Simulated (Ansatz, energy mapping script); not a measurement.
# Spin model of VCl2O monolayer from collinear orders (0.25 holes a magnetic atom), part 2 of 2

Wanted: the magnetic order of VCl2O monolayer, its couplings and an estimate of its ordering temperature, by LDA+U (1.92 eV).

LDA with U = 1.92 eV on V d, ortho-atomic projectors; plane waves, U on orthogonalised atomic orbitals unless named otherwise, collinear spin, no spin–orbit coupling.

So far. Step 4 (Order 2: compensated +−, cell A of 8 atoms): The run ends antiferromagnetic, 2.51 meV a magnetic atom above the parallel order of its cell (energies taken at zero occupation width, not the printed F). Step 5 (Parallel start in cell B (8 atoms)): The run ends ferromagnetic. For each magnetic atom its energy differs from the parallel run of the first cell by 0.00 meV, an error that one common reference would have brought in.

**6. Compensated +− start in cell B (8 atoms)**

This order reverses 0 of the 2 neighbours at 3.50 Å, 2 of the 2 neighbours at 3.74 Å and 4 of the 4 neighbours at 5.12 Å, counted for an average magnetic atom.

File input.yaml:

```yaml
crystal:
  lattice:
    - [7.47914, 0.0, 0.0]
    - [0.0, 3.50306, 0.0]
    - [0.0, 0.0, 18.309677]
  atoms:
    - { symbol: V, position: [0.0310015, 0.0, 0.5], spin: 2.0 }
    - { symbol: V, position: [0.5310015, 0.0, 0.5], spin: -2.0 }
    - { symbol: Cl, position: [0.0022735, 0.5, 0.409619] }
    - { symbol: Cl, position: [0.5022735, 0.5, 0.409619] }
    - { symbol: Cl, position: [0.0022735, 0.5, 0.590381] }
    - { symbol: Cl, position: [0.5022735, 0.5, 0.590381] }
    - { symbol: O, position: [0.256794, 0.0, 0.5] }
    - { symbol: O, position: [0.756794, 0.0, 0.5] }
magnetization:
  spin_polarized: true
total_charge: 0.5
kpoints:
  mp_grid: { grid: [5, 10, 1] }
hamiltonian:
  xc: lda
  hubbard:
    sites:
      - { species: V, l: d, u_eff: 1.92 }
      - { site: 0, l: d, u_eff: 1.92, starting_ns: [{ spin: up, occupation_matrix: v1_major }, { spin: down, occupation_matrix: v1_minor }] }
      - { site: 1, l: d, u_eff: 1.92, starting_ns: [{ spin: up, occupation_matrix: v1_minor }, { spin: down, occupation_matrix: v1_major }] }
    projectors: ortho-atomic
    occupation_matrices:
      v1_major:
        matrix:
          - [0.705, 0.0, 0.0, 0.174, 0.0]
          - [0.0, 0.321, 0.0, 0.0, 0.0]
          - [0.0, 0.0, 0.35, 0.0, 0.0]
          - [0.174, 0.0, 0.0, 0.464, 0.0]
          - [0.0, 0.0, 0.0, 0.0, 0.333]
      v1_minor:
        matrix:
          - [0.134, 0.0, 0.0, -0.104, 0.0]
          - [0.0, 0.241, 0.0, 0.0, 0.0]
          - [0.0, 0.0, 0.295, 0.0, 0.0]
          - [-0.104, 0.0, 0.0, 0.273, 0.0]
          - [0.0, 0.0, 0.0, 0.0, 0.245]
scf:
  occupations: { method: fermi_dirac, width: 0.07 }
output:
  eigenvalues: true
```

Run with:

```sh
$ ansatz run input.yaml --threads 4 --pin off --max-ram 8192MiB --backend cpu --events-out ev --progress --plain --runs-dir out
```

Numbers of over 12 decimals in the logs are rounded to 6 here.

Log:

```text
[...]
Crystal: 8 atoms, lattice volume = 479.711 Å³
Basis set: ecut = 420 eV, 9395 PW (Γ)
Bands: 43, of which v1, the nominal top of the filled ones, is band 33 counted from 1 (32 counted from 0)
Symmetry: 4 space group operations
[...]
k-points: 18 of 50 (time reversal used)
[...]
Starting moments: Σ|m| = 4 μB on 2 of 8 sites
[...]
k-point 1 ↑: bands = [... 29 lower, -7.0360, -6.8915, -6.7720, -6.2776, -4.7520, -4.4143, -4.0485, -3.5057, ... 6 higher]
  k-point 2 ↑: bands = [... 29 lower, -7.0369, -6.9111, -6.8918, -6.0701, -4.6619, -4.5004, -3.7710, -3.6583, ... 6 higher]
  k-point 17 ↓: bands = [... 29 lower, -6.9988, -6.7097, -6.6608, -6.1272, -4.2543, -4.1756, -3.5302, -3.5151, ... 6 higher]
Occupation matrices written to <dir>
[key lines of the parts left out:]
SCF converged after 29 iterations
Magnetization: 0.0000 μB (32.7500 up, 32.7500 down)
Free energy (F): -11009.017028 eV
Fermi energy:    -6.007881 eV
```

It took 59 s on 4 threads of Arm Neoverse V2, shared host; peak memory 1.2 GiB; 3.7 min of CPU time.

The run ends antiferromagnetic, 4.37 meV a magnetic atom above the parallel order of its cell (energies taken at zero occupation width, not the printed F).

**7. Run 5 (parallel; cell C, 8 atoms)**

A new cell needs its own zero of energy.

This run holds the same structure in another cell (a 7.479 → 5.124 Å, b 3.503 → 7.006 Å, γ 90.0 → 46.9°).

File input.yaml:

```yaml
crystal:
  lattice:
    - [3.73957, 3.50306, 0.0]
    - [0.0, 7.00612, 0.0]
    - [0.0, 0.0, 18.309677]
  atoms:
    - { symbol: V, position: [0.062003, 0.9689985, 0.5], spin: 2.0 }
    - { symbol: V, position: [0.062003, 0.4689985, 0.5], spin: 2.0 }
    - { symbol: Cl, position: [0.004547, 0.2477265, 0.409619] }
    - { symbol: Cl, position: [0.004547, 0.7477265, 0.409619] }
    - { symbol: Cl, position: [0.004547, 0.2477265, 0.590381] }
    - { symbol: Cl, position: [0.004547, 0.7477265, 0.590381] }
    - { symbol: O, position: [0.513588, 0.743206, 0.5] }
    - { symbol: O, position: [0.513588, 0.243206, 0.5] }
magnetization:
  spin_polarized: true
total_charge: 0.5
kpoints:
  mp_grid: { grid: [9, 9, 1] }
hamiltonian:
  xc: lda
  hubbard:
    sites:
      - { species: V, l: d, u_eff: 1.92 }
      - { site: 0, l: d, u_eff: 1.92, starting_ns: [{ spin: up, occupation_matrix: v1_major }, { spin: down, occupation_matrix: v1_minor }] }
      - { site: 1, l: d, u_eff: 1.92, starting_ns: [{ spin: up, occupation_matrix: v1_major }, { spin: down, occupation_matrix: v1_minor }] }
    projectors: ortho-atomic
    occupation_matrices:
      v1_major:
        matrix:
          - [0.705, 0.0, 0.0, 0.174, 0.0]
          - [0.0, 0.321, 0.0, 0.0, 0.0]
          - [0.0, 0.0, 0.35, 0.0, 0.0]
          - [0.174, 0.0, 0.0, 0.464, 0.0]
          - [0.0, 0.0, 0.0, 0.0, 0.333]
      v1_minor:
        matrix:
          - [0.134, 0.0, 0.0, -0.104, 0.0]
          - [0.0, 0.241, 0.0, 0.0, 0.0]
          - [0.0, 0.0, 0.295, 0.0, 0.0]
          - [-0.104, 0.0, 0.0, 0.273, 0.0]
          - [0.0, 0.0, 0.0, 0.0, 0.245]
scf:
  occupations: { method: fermi_dirac, width: 0.07 }
output:
  eigenvalues: true
```

Log:

```text
[...]
Crystal: 8 atoms, lattice volume = 479.711 Å³
Basis set: ecut = 420 eV, 9435 PW (Γ)
Bands: 43, of which v1, the nominal top of the filled ones, is band 33 counted from 1 (32 counted from 0)
Symmetry: 8 space group operations
[...]
k-points: 25 of 81 (time reversal used)
[...]
Starting moments: Σ|m| = 4 μB on 2 of 8 sites
[...]
k-point 1 ↑: bands = [... 29 lower, -6.9876, -6.8657, -6.7934, -6.3614, -6.0979, -4.9471, -4.5952, -3.5156, ... 6 higher]
  k-point 2 ↑: bands = [... 29 lower, -6.9294, -6.8384, -6.8065, -6.2693, -6.0491, -4.7615, -4.5661, -3.6312, ... 6 higher]
  k-point 24 ↓: bands = [... 29 lower, -7.1613, -6.8896, -6.6610, -4.4703, -4.1132, -4.0366, -3.5964, -2.9345, ... 6 higher]
Occupation matrices written to <dir>
[key lines of the parts left out:]
SCF converged after 21 iterations
Magnetization: 1.5001 μB (33.5000 up, 32.0000 down)
Free energy (F): -11009.025464 eV
Fermi energy:    -6.007991 eV
```

It took 62 s on 4 threads; peak memory 1.4 GiB.

The run ends ferromagnetic. For each magnetic atom its energy differs from the parallel run of the first cell by 0.01 meV, an error that one common reference would have brought in.

**8. Run 6 (compensated +−; cell C, 8 atoms)**

This order reverses 2 of the 2 neighbours at 3.50 Å, 2 of the 2 neighbours at 3.74 Å and 0 of the 4 neighbours at 5.12 Å, counted for an average magnetic atom.

Edit input.yaml of step 7 so:

```diff
@@ -7,3 +7,3 @@
     - { symbol: V, position: [0.062003, 0.9689985, 0.5], spin: 2.0 }
-    - { symbol: V, position: [0.062003, 0.4689985, 0.5], spin: 2.0 }
+    - { symbol: V, position: [0.062003, 0.4689985, 0.5], spin: -2.0 }
     - { symbol: Cl, position: [0.004547, 0.2477265, 0.409619] }
@@ -25,3 +25,3 @@
       - { site: 0, l: d, u_eff: 1.92, starting_ns: [{ spin: up, occupation_matrix: v1_major }, { spin: down, occupation_matrix: v1_minor }] }
-      - { site: 1, l: d, u_eff: 1.92, starting_ns: [{ spin: up, occupation_matrix: v1_major }, { spin: down, occupation_matrix: v1_minor }] }
+      - { site: 1, l: d, u_eff: 1.92, starting_ns: [{ spin: up, occupation_matrix: v1_minor }, { spin: down, occupation_matrix: v1_major }] }
     projectors: ortho-atomic
```

Log:

```text
[...]
Crystal: 8 atoms, lattice volume = 479.711 Å³
Basis set: ecut = 420 eV, 9435 PW (Γ)
Bands: 43, of which v1, the nominal top of the filled ones, is band 33 counted from 1 (32 counted from 0)
Symmetry: 4 space group operations
[...]
k-points: 25 of 81 (time reversal used)
[...]
Starting moments: Σ|m| = 4 μB on 2 of 8 sites
[...]
k-point 1 ↑: bands = [... 29 lower, -7.0091, -6.8473, -6.8192, -6.2455, -4.7071, -4.3663, -3.8745, -3.3864, ... 6 higher]
  k-point 2 ↑: bands = [... 29 lower, -6.9351, -6.8624, -6.8329, -6.1610, -4.5605, -4.3410, -3.7868, -3.4769, ... 6 higher]
  k-point 24 ↓: bands = [... 29 lower, -7.1544, -6.8676, -6.6461, -6.2459, -4.8221, -4.3671, -3.8989, -3.3855, ... 6 higher]
Occupation matrices written to <dir>
[key lines of the parts left out:]
SCF converged after 29 iterations
Magnetization: -0.0000 μB (32.7500 up, 32.7500 down)
Free energy (F): -11009.018526 eV
Fermi energy:    -6.027448 eV
```

Run time: 67 s. Hardware: 4 threads; peak memory 1.4 GiB; 4.4 min of CPU time.

The run ends antiferromagnetic, 3.19 meV a magnetic atom above the parallel order of its cell (energies taken at zero occupation width, not the printed F).

**9. Run 7 (parallel; cell D, 12 atoms)**

A new cell needs its own zero of energy.

File input.yaml:

```yaml
crystal:
  lattice:
    - [3.73957, 3.50306, 0.0]
    - [0.0, 10.50918, 0.0]
    - [0.0, 0.0, 18.309677]
  atoms:
    - { symbol: V, position: [0.062003, 0.979332333, 0.5], spin: 2.0 }
    - { symbol: V, position: [0.062003, 0.312665667, 0.5], spin: 2.0 }
    - { symbol: V, position: [0.062003, 0.645999, 0.5], spin: 2.0 }
    - { symbol: Cl, position: [0.004547, 0.165151, 0.409619] }
    - { symbol: Cl, position: [0.004547, 0.498484333, 0.409619] }
    - { symbol: Cl, position: [0.004547, 0.831817667, 0.409619] }
    - { symbol: Cl, position: [0.004547, 0.165151, 0.590381] }
    - { symbol: Cl, position: [0.004547, 0.498484333, 0.590381] }
    - { symbol: Cl, position: [0.004547, 0.831817667, 0.590381] }
    - { symbol: O, position: [0.513588, 0.828804, 0.5] }
    - { symbol: O, position: [0.513588, 0.162137333, 0.5] }
    - { symbol: O, position: [0.513588, 0.495470667, 0.5] }
magnetization:
  spin_polarized: true
total_charge: 0.75
kpoints:
  mp_grid: { grid: [9, 5, 1] }
hamiltonian:
  xc: lda
  hubbard:
    sites:
      - { species: V, l: d, u_eff: 1.92 }
      - { site: 0, l: d, u_eff: 1.92, starting_ns: [{ spin: up, occupation_matrix: v1_major }, { spin: down, occupation_matrix: v1_minor }] }
      - { site: 1, l: d, u_eff: 1.92, starting_ns: [{ spin: up, occupation_matrix: v1_major }, { spin: down, occupation_matrix: v1_minor }] }
      - { site: 2, l: d, u_eff: 1.92, starting_ns: [{ spin: up, occupation_matrix: v1_major }, { spin: down, occupation_matrix: v1_minor }] }
    projectors: ortho-atomic
    occupation_matrices:
      v1_major:
        matrix:
          - [0.705, 0.0, 0.0, 0.174, 0.0]
          - [0.0, 0.321, 0.0, 0.0, 0.0]
          - [0.0, 0.0, 0.35, 0.0, 0.0]
          - [0.174, 0.0, 0.0, 0.464, 0.0]
          - [0.0, 0.0, 0.0, 0.0, 0.333]
      v1_minor:
        matrix:
          - [0.134, 0.0, 0.0, -0.104, 0.0]
          - [0.0, 0.241, 0.0, 0.0, 0.0]
          - [0.0, 0.0, 0.295, 0.0, 0.0]
          - [-0.104, 0.0, 0.0, 0.273, 0.0]
          - [0.0, 0.0, 0.0, 0.0, 0.245]
scf:
  occupations: { method: fermi_dirac, width: 0.07 }
output:
  eigenvalues: true
```

Log:

```text
[...]
Crystal: 12 atoms, lattice volume = 719.567 Å³
Basis set: ecut = 420 eV, 14093 PW (Γ)
Bands: 65, of which v1, the nominal top of the filled ones, is band 49 counted from 1 (48 counted from 0)
Symmetry: 6 space group operations
[...]
k-points: 23 of 45 (time reversal used)
[...]
Starting moments: Σ|m| = 6 μB on 3 of 12 sites
[...]
k-point 1 ↑: bands = [... 45 lower, -6.8769, -6.8647, -6.8275, -6.3530, -6.0594, -6.0037, -4.9163, -4.5931, ... 12 higher]
  k-point 2 ↑: bands = [... 45 lower, -6.7831, -6.7504, -6.7163, -6.2146, -6.1113, -6.0741, -4.6717, -4.5347, ... 12 higher]
  k-point 22 ↓: bands = [... 45 lower, -6.8679, -6.8199, -6.8103, -4.0926, -4.0352, -3.9831, -3.9105, -3.8581, ... 12 higher]
Occupation matrices written to <dir>
[key lines of the parts left out:]
SCF converged after 21 iterations
Magnetization: 2.2501 μB (50.2500 up, 48.0000 down)
Free energy (F): -16513.538143 eV
Fermi energy:    -6.007987 eV
```

The job ended after 2.2 min (4 threads; peak memory 2.4 GiB; 8.8 min of CPU time).

The run ends ferromagnetic. For each magnetic atom its energy differs from the parallel run of the first cell by 0.02 meV, an error that one common reference would have brought in.

**10. Run 8 (uncompensated ++−; cell D, 12 atoms)**

This order reverses 1.33 of the 2 neighbours at 3.50 Å, 1.33 of the 2 neighbours at 3.74 Å and 1.33 of the 4 neighbours at 5.12 Å, counted for an average magnetic atom.

Edit input.yaml of step 9 so:

```diff
@@ -8,3 +8,3 @@
     - { symbol: V, position: [0.062003, 0.312665667, 0.5], spin: 2.0 }
-    - { symbol: V, position: [0.062003, 0.645999, 0.5], spin: 2.0 }
+    - { symbol: V, position: [0.062003, 0.645999, 0.5], spin: -2.0 }
     - { symbol: Cl, position: [0.004547, 0.165151, 0.409619] }
@@ -30,3 +30,3 @@
       - { site: 1, l: d, u_eff: 1.92, starting_ns: [{ spin: up, occupation_matrix: v1_major }, { spin: down, occupation_matrix: v1_minor }] }
-      - { site: 2, l: d, u_eff: 1.92, starting_ns: [{ spin: up, occupation_matrix: v1_major }, { spin: down, occupation_matrix: v1_minor }] }
+      - { site: 2, l: d, u_eff: 1.92, starting_ns: [{ spin: up, occupation_matrix: v1_minor }, { spin: down, occupation_matrix: v1_major }] }
     projectors: ortho-atomic
```

Log:

```text
[...]
Crystal: 12 atoms, lattice volume = 719.567 Å³
Basis set: ecut = 420 eV, 14093 PW (Γ)
Bands: 65, of which v1, the nominal top of the filled ones, is band 49 counted from 1 (48 counted from 0)
Symmetry: 2 space group operations
[...]
k-points: 23 of 45 (time reversal used)
[...]
Starting moments: Σ|m| = 6 μB on 3 of 12 sites
[...]
k-point 1 ↑: bands = [... 45 lower, -6.8933, -6.8665, -6.8359, -6.2517, -6.0141, -4.8106, -4.4973, -3.9956, ... 12 higher]
  k-point 2 ↑: bands = [... 45 lower, -6.8043, -6.7731, -6.7365, -6.1597, -6.0701, -4.6473, -4.4931, -4.1831, ... 12 higher]
  k-point 22 ↓: bands = [... 45 lower, -6.8508, -6.8056, -6.7857, -6.1566, -4.3504, -4.3202, -4.0951, -4.0121, ... 12 higher]
Occupation matrices written to <dir>
[key lines of the parts left out:]
SCF converged after 49 iterations
Magnetization: 0.5711 μB (49.4105 up, 48.8395 down)
Free energy (F): -16513.519901 eV
Fermi energy:    -6.032678 eV
```

The job ended after 4.4 min (4 threads; peak memory 2.6 GiB).

The run ends ferrimagnetic, 6.31 meV a magnetic atom above the parallel order of its cell (energies taken at zero occupation width, not the printed F).

**11. Mapping onto a Heisenberg model**

Each energy difference is a sum of couplings weighted by the pairs that the order reverses. A few near shells are fitted to the differences by least squares. Energies are those extrapolated to zero occupation width, not the free energies F.

Energies from the parallel order of the same cell:

```
                      order  atoms  energy (meV a magnetic atom)  moments (μB)  moments kept as typed  opposed neighbours at 3.50, 3.74, 5.12 Å
         parallel in cell A      8                          0.00          0.64                    yes                                   0, 0, 0
   compensated +− in cell A      8                          2.51          0.61                    yes                                   2, 0, 4
         parallel in cell B      8                          0.00          0.64                    yes                                   0, 0, 0
   compensated +− in cell B      8                          4.37          0.62                    yes                                   0, 2, 4
         parallel in cell C      8                          0.00          0.64                    yes                                   0, 0, 0
   compensated +− in cell C      8                          3.19          0.60                    yes                                   2, 2, 0
         parallel in cell D     12                          0.00          0.64                    yes                                   0, 0, 0
uncompensated ++− in cell D     12                          6.31  0.58 to 0.65                    yes                          1.33, 1.33, 1.33
```

The Heisenberg fit (each pair counts twice, positive J is ferromagnetic):

```
pair  distance (Å)  neighbours  J (meV)
 V–V          3.50           2    0.337
 V–V          3.74           2    0.803
 V–V          5.12           4    0.202
```

Adding the shell at 7.01 Å gives 0.17, 0.63, 0.23 and 1.3 meV, an exact solve that tests nothing.

Limits of this fit: it misses the energies by up to 2.7 meV, so no temperature is drawn.

**12. Comparison**

The first set of orders, under LDA+U (1.92 eV), undoped, took 29 min of CPU time summed over its finished orders (seed run apart), these 47 min.

```
        quantity  this set  first set
J at 3.50 Å, meV     0.337     -0.802
J at 3.74 Å, meV     0.803      0.448
J at 5.12 Å, meV     0.202      0.256
```

The coupling that led in the first set goes from -0.802 to 0.337 meV.

**13. What came out**

```json
{"lowest order tried": "parallel", "largest fitted value, V–V at 3.74 Å": "0.803 meV"}
```

Of the orders tried, VCl2O monolayer (0.25 holes a magnetic atom) prefers parallel moments under LDA+U (1.92 eV). The largest fitted coupling is the V–V pair at 3.74 Å, ferromagnetic at 0.80 meV, across a ligand at about 180°. The orders also reverse pairs at 7.01 Å, which are not fitted, so the fitted values hold their part too. With 4 differences for 3 couplings the fit misses by 2.7 meV at most, which is not small: farther shells, terms beyond the Heisenberg form or the mesh can cause that. In the fitted orders moments change by up to 8.4 % against the parallel run of the same cell, so the mapping is rough. Every order is gapless on its mesh at this level. In a metal exchange reaches farther, and a short model of fixed moments is less apt; where the compound is in fact an insulator, these couplings come from a wrongly metallic state. Doping by a uniform background in a small cell leaves no room for polarons or dopant disorder, and added carriers make exchange long-ranged, which a few shells describe poorly.

[Logs and program files are shortened in this print: banners, set-up blocks, solver, clock and traceback lines can be left out without a mark of their own.]

[Logs are printed without paths, hosts, clocks, repeated set-up lines and the standing remarks that a program may print on its own settings, such as how far it seeks lower states.]

[Hosts, paths, dates, database ids (printed as entryN), source tags and the programs' standing remarks are cut or masked in the printed files.]

[Where a cell is said to come from a database of computed structures, the database is the Materials Project.]
